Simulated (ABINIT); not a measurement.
## Quasiparticle gap of MgO2 (R-3m) in ABINIT

Aim: the G0W0 gap of MgO2 (R-3m) on LDA, step by step.

Program: ABINIT 10.8.3. Level of theory: LDA and many-body steps on it, plane waves. Results are calculated unless marked as measured.

Report form: the programs' logs are mostly left out.

## 1. The structure

The structure is trigonal, space group R-3m (No. 166). The conventional cell has a = 3.210 Å, b = 3.210 Å, c = 10.482 Å, α = 90.00°, β = 90.00°, γ = 120.00°. Mg has 6 O at 2.11 Å nearest. O has 1 O at 1.49 Å and 3 Mg at 2.11 Å nearest. Farther neighbours and most contacts between anions are not listed.

As a file:

```cif
data_structure
_symmetry_space_group_name_H-M 'P 1'
_symmetry_Int_Tables_number 1
_cell_length_a 3.9549
_cell_length_b 3.9549
_cell_length_c 3.9549
_cell_angle_alpha 47.878
_cell_angle_beta 47.878
_cell_angle_gamma 47.878
_cell_volume 31.17
loop_
_atom_site_label
_atom_site_type_symbol
_atom_site_fract_x
_atom_site_fract_y
_atom_site_fract_z
_atom_site_occupancy
Mg1 Mg 0.00000 0.00000 0.00000 1
O2 O 0.42879 0.42879 0.42879 1
O3 O 0.57121 0.57121 0.57121 1
```

The cell and positions are those that the Materials Project relaxed with its own functionals (PBE, PBE+U or r2SCAN), kept fixed.

## 2. Ground state

This step: ABINIT 10.8.3; DFT, LDA, plane waves, norm-conserving pseudopotentials.

The ground-state density comes first.

run.abi

```
acell 3*1.0 Angstrom
rprim 
  1.604761016024 0.926509204586 3.493978874900
  -1.604761016024 0.926509204586 3.493978874900
  0.000000000000 -1.853018409173 3.493978874900
ntypat 2
znucl 12 8
natom 3
typat 1 2 2
xred 
  0.000000000000 0.000000000000 0.000000000000
  0.428786000000 0.428786000000 0.428786000000
  0.571214000000 0.571214000000 0.571214000000
pp_dirpath "pseudos"
pseudos "Mg.upf, O.upf"
ecut 38
ngkpt 8 8 8
nshiftk 1
shiftk 0 0 0
kptopt 1
chksymbreak 0
nband 16
occopt 1
tolvrs 1e-10
nstep 60
prtwf 0
optforces 0
optstress 0
indata_prefix "in"
outdata_prefix "out"
tmpdata_prefix "tmp"
```

Started as:

```
$ OMP_NUM_THREADS=1 mpirun -n 8 abinit run.abi > log
```

Wall time 20 s (8 MPI ranks of Arm Neoverse V1, shared host); peak memory 0.62 GiB.

Numbers from this step:

```yaml
total_energy: -2512.0969 eV
gap: 2.137 eV
k_of_the_valence_top: 0.5, 0.5, 0.5
k_of_the_conduction_bottom: 0.5, 0.5, 0.5
least_direct_gap: 2.137 eV
```

The gap is direct, at (0.500, 0.500, 0.500).

## 3. Bands along the symmetry lines

Levels along a band path, at the cheap level, show where the edges lie and whether the meshes to come will hold them.

run.abi

```
acell 3*1.0 Angstrom
rprim 
  1.604761016024 0.926509204586 3.493978874900
  -1.604761016024 0.926509204586 3.493978874900
  0.000000000000 -1.853018409173 3.493978874900
ntypat 2
znucl 12 8
natom 3
typat 1 2 2
xred 
  0.000000000000 0.000000000000 0.000000000000
  0.428786000000 0.428786000000 0.428786000000
  0.571214000000 0.571214000000 0.571214000000
pp_dirpath "pseudos"
pseudos "Mg.upf, O.upf"
ecut 38
iscf -2
irdden 1
kptopt 0
nkpt 59
kpt 
  0.00000000 0.00000000 0.00000000
  0.06250000 0.06250000 0.06250000
  0.12500000 0.12500000 0.12500000
  0.18750000 0.18750000 0.18750000
  0.25000000 0.25000000 0.25000000
  0.31250000 0.31250000 0.31250000
  0.37500000 0.37500000 0.37500000
  0.43750000 0.43750000 0.43750000
  0.50000000 0.50000000 0.50000000
  0.53580694 0.46419306 0.50000000
  0.57161387 0.42838613 0.50000000
  0.60742081 0.39257919 0.50000000
  0.64322775 0.35677225 0.50000000
  0.67903468 0.32096532 0.50000000
  0.71484162 0.28515838 0.50000000
  0.75064855 0.24935145 0.50000000
  0.78645549 0.21354451 0.50000000
  0.50000000 -0.21354451 0.21354451
  0.50000000 -0.18685145 0.18685145
  0.50000000 -0.16015838 0.16015838
  0.50000000 -0.13346532 0.13346532
  0.50000000 -0.10677225 0.10677225
  0.50000000 -0.08007919 0.08007919
  0.50000000 -0.05338613 0.05338613
  0.50000000 -0.02669306 0.02669306
  0.50000000 0.00000000 0.00000000
  0.43750000 0.00000000 0.00000000
  0.37500000 0.00000000 0.00000000
  0.31250000 0.00000000 0.00000000
  0.25000000 0.00000000 0.00000000
  0.18750000 0.00000000 0.00000000
  0.12500000 0.00000000 0.00000000
  0.06250000 0.00000000 0.00000000
  0.00000000 0.00000000 0.00000000
  0.04459653 -0.04459653 0.00000000
  0.08919307 -0.08919307 0.00000000
  0.13378960 -0.13378960 0.00000000
  0.17838613 -0.17838613 0.00000000
  0.22298266 -0.22298266 0.00000000
  0.26757919 -0.26757919 0.00000000
  0.31217573 -0.31217573 0.00000000
  0.35677226 -0.35677226 -0.00000000
  0.64322774 0.00000000 0.35677226
  0.62532427 0.00000000 0.37467573
  0.60742081 0.00000000 0.39257919
  0.58951734 0.00000000 0.41048266
  0.57161387 0.00000000 0.42838613
  0.55371040 0.00000000 0.44628960
  0.53580693 0.00000000 0.46419307
  0.51790347 0.00000000 0.48209653
  0.50000000 0.00000000 0.50000000
  0.43750000 0.00000000 0.43750000
  0.37500000 0.00000000 0.37500000
  0.31250000 0.00000000 0.31250000
  0.25000000 0.00000000 0.25000000
  0.18750000 0.00000000 0.18750000
  0.12500000 0.00000000 0.12500000
  0.06250000 0.00000000 0.06250000
  0.00000000 0.00000000 0.00000000
istwfk *1
nband 18
nbdbuf 2
tolwfr 1e-08
nstep 40
prtwf 0
prtvol 0
indata_prefix "in"
outdata_prefix "out"
tmpdata_prefix "tmp"
```

The job ended after 8.6 s (8 MPI ranks; peak memory 0.52 GiB).

This step gave:

```
gap                        : 2.137 eV
k of the valence top       : 0.5, 0.5, 0.5
k of the conduction bottom : 0.5, 0.5, 0.5
least direct gap           : 2.137 eV
```

The gap is 2.137 eV, as in the run before at this level.

Electronic bands along the path, in eV, zero at the top of the highest filled band:

```
     point  band 8  band 9  band 10  band 11  band 12  band 13  band 14  band 15
         Γ   -3.32   -3.32    -0.80    -0.80     4.39     4.61    11.83    13.66
   halfway   -3.60   -3.60    -0.37    -0.37     2.97     5.45     9.33    14.00
         T   -3.83   -3.83     0.00     0.00     2.14     4.73     9.13    13.89
   halfway   -4.46   -4.14    -1.23    -0.20     2.87     6.70     9.92    11.22
        H2   -5.09   -4.70    -2.09    -0.69     3.65     9.55     9.82    12.25
jump to H0   -5.09   -4.70    -2.09    -0.69     3.65     9.55     9.82    12.25
   halfway   -5.80   -4.15    -1.69    -1.01     3.93     9.47     9.78    12.70
         L   -6.08   -3.65    -1.27    -1.13     3.97     8.38     9.92    12.30
   halfway   -4.69   -3.49    -1.08    -1.04     4.36     6.42    11.49    12.10
         Γ   -3.32   -3.32    -0.80    -0.80     4.39     4.61    11.83    13.66
   halfway   -4.73   -3.84    -1.42    -1.07     4.43     7.09    11.11    13.44
        S0   -5.09   -4.98    -1.84    -0.89     3.73     9.30    10.44    12.19
jump to S2   -5.09   -4.98    -1.84    -0.89     3.73     9.30    10.44    12.19
   halfway   -5.29   -4.64    -2.08    -0.37     3.46     8.19    10.63    12.11
         F   -5.40   -4.33    -2.19    -0.12     3.33     7.56    10.72    12.09
   halfway   -4.38   -3.89    -1.56    -0.41     3.89     6.69    10.92    11.51
         Γ   -3.32   -3.32    -0.80    -0.80     4.39     4.61    11.83    13.66
```

## 4. Empty states on the mesh, 4×4×4 mesh, 38 bands

The sums over transitions need many empty states on a uniform mesh; this step solves for them.

run.abi

```
acell 3*1.0 Angstrom
rprim 
  1.604761016024 0.926509204586 3.493978874900
  -1.604761016024 0.926509204586 3.493978874900
  0.000000000000 -1.853018409173 3.493978874900
ntypat 2
znucl 12 8
natom 3
typat 1 2 2
xred 
  0.000000000000 0.000000000000 0.000000000000
  0.428786000000 0.428786000000 0.428786000000
  0.571214000000 0.571214000000 0.571214000000
pp_dirpath "pseudos"
pseudos "Mg.upf, O.upf"
ecut 38
ngkpt 4 4 4
nshiftk 1
shiftk 0 0 0
kptopt 1
chksymbreak 0
iscf -2
irdden 1
istwfk *1
nband 38
nbdbuf 4
tolwfr 1e-09
nstep 60
prtvol 0
indata_prefix "in"
outdata_prefix "out"
tmpdata_prefix "tmp"
```

Elapsed: 5.7 s, on 8 MPI ranks; peak memory 0.5 GiB.

This step gave:

```
gap                                                           : 2.137 eV
k of the valence top                                          : 0.5, 0.5, 0.5
k of the conduction bottom                                    : 0.5, 0.5, 0.5
least direct gap                                              : 2.137 eV
k points computed                                             : 13
lowest point of the top converged band, above the valence top : 39.83 eV
```

On this mesh the gap is 2.137 eV.

## 5. Screening, 4×4×4 mesh, 34 bands, screening to 108.8 eV

The RPA dielectric matrix is built and inverted for each q.

This step: RPA screening on LDA, plane waves, norm-conserving pseudopotentials.

run.abi, as its differences from that of step 4:

```diff
@@ -21,10 +21,11 @@
 chksymbreak 0
-iscf -2
-irdden 1
 istwfk *1
-nband 38
-nbdbuf 4
-tolwfr 1e-09
-nstep 60
-prtvol 0
+occopt 1
+irdwfk 1
+optdriver 3
+nband 34
+ecuteps 4
+inclvkb 2
+awtr 1
+symchi 1
 indata_prefix "in"
```

Elapsed: 6.9 s, on 8 MPI ranks; peak memory 1 GiB.

Numbers from this step:

| Item | Value |
| --- | --- |
| ε∞ with local fields, on this mesh, along the program's q direction | 3.538 |
| the same without local fields | 3.852 |
| plasma frequency | 31.20 eV |
| plane waves in the screening matrix | 89 |

Local fields lower ε∞ by 8 %. On a Γ-centred mesh this coarse the value itself is usually too large, while a short band sum pulls it down.

## 6. Self-energy, 4×4×4 mesh, 34 bands, screening to 108.8 eV

The self-energy is evaluated for the states that the input lists, and the levels follow from it, in one-shot runs by the linearised quasiparticle equation.

This step: G0W0 on LDA, plane waves, norm-conserving pseudopotentials.

run.abi, as its differences from that of step 5:

```diff
@@ -24,8 +24,17 @@
 irdwfk 1
-optdriver 3
+optdriver 4
 nband 34
+gwcalctyp 0
+ecutsigx 38
+symsigma 1
+nkptgw 2
+kptgw 
+  0.5000000000 0.5000000000 0.5000000000
+  0.0000000000 0.0000000000 0.0000000000
+bdgw 
+  10 13
+  10 13
 ecuteps 4
-inclvkb 2
-awtr 1
-symchi 1
+irdscr 1
+ppmodel 1
 indata_prefix "in"
```

The job ended after 2.7 s (8 MPI ranks; peak memory 0.16 GiB; 21 s of CPU time).

Numbers from this step:

| Property | Result |
| --- | --- |
| G0W0 gap on the points computed | 5.040 eV |
| starting gap on the mesh | 2.137 eV |
| k of the valence top | 0.5, 0.5, 0.5 |
| k of the conduction bottom | 0.5, 0.5, 0.5 |
| Z at the valence top | 0.789 |
| Z at the conduction bottom | 0.808 |
| least direct G0W0 gap on the computed points | 5.040 eV |

The gap on the mesh goes from 2.14 eV to 5.04 eV, a correction of +2.90 eV.

Limits: finite bands, cutoff and mesh; coarse k mesh. v1 is the top filled band, c1 the lowest empty one. The levels before and after the correction (eV, zero at the valence-band top of each column):

```
           conduction bottom  valence top
Kohn-Sham               2.14         0.00
     G0W0               5.04         0.00
```

```
                         level  energy (eV)
Kohn-Sham  (0.5 0.5 0.5) v2-v1        0.000
Kohn-Sham     (0.5 0.5 0.5) c1        2.137
Kohn-Sham     (0.5 0.5 0.5) c2        4.732
     G0W0  (0.5 0.5 0.5) v2-v1        0.000
     G0W0     (0.5 0.5 0.5) c1        5.040
     G0W0     (0.5 0.5 0.5) c2        6.996
```

## 7. Where the time went

Times are wall times on 8 MPI ranks of Arm Neoverse V1, shared host, good to a factor of about two.

| step | time | share | memory (GiB) |
| --- | --- | --- | --- |
| ground state | 20 s | 45 % | 0.62 |
| bands along the symmetry lines | 8.6 s | 20 % | 0.52 |
| empty states on the mesh | 5.7 s | 13 % | 0.5 |
| screening | 6.9 s | 16 % | 1.0 |
| self-energy | 2.7 s | 6 % | 0.16 |

## 8. Results

| Property | Result |
| --- | --- |
| LDA gap | 2.14 eV, direct |
| G0W0 gap on the mesh | 5.04 eV |
| GW settings | 4×4×4 mesh, 34 bands, screening to 108.8 eV, Godby-Needs plasmon pole |
| known limits | not at the basis limit; coarse k mesh |

What this shows: G0W0 moves the gap on the mesh from 2.14 eV to 5.04 eV (+2.90 eV), with Z of 0.79 and 0.81 at the edges. Local fields lower the RPA ε∞ on this mesh from 3.85 to 3.54; a Γ-centred mesh this coarse tends to raise both, most where the direct gap is narrow, while a short band sum lowers them. Only 2 of the mesh's irreducible points were corrected, so a valley elsewhere could overtake. The dearest step here is «ground state». Bands and cutoff are finite, so the gap is not at the basis limit. The miss can reach some tenths of an eV and take either sign; the mesh is an error of its own. In the G0W0 run levels were corrected at 2 k points alone, so a gap called «on the mesh» is the least over those, and an edge elsewhere would be missed. The 4×4×4 mesh is coarse for this cell, which bears on the long-range parts of exchange and screening.

[Paths, hosts, dates, memory and timing lines, banners, echoed tables and standing remarks are left out of the program output.]

[Logs are printed without paths, hosts, clocks, repeated set-up lines and the standing remarks that a program may print on its own settings, such as how far it seeks lower states.]

[Runs of the session that timed out or met a known fault of the program may be left out.]

[Hosts, paths, dates, database ids (printed as entryN), source tags and the programs' standing remarks are cut or masked in the printed files.]

[G0W0 gaps are taken among the corrected bands and points alone; a level outside them can change the order at an edge.]

[Where Ansatz stands beside ABINIT at settings called matched, ABINIT's density can come from a denser mesh and the files from another edition; pairs whose starting gaps differed by over 0.03 eV were left out, so agreement reads better than it is.]
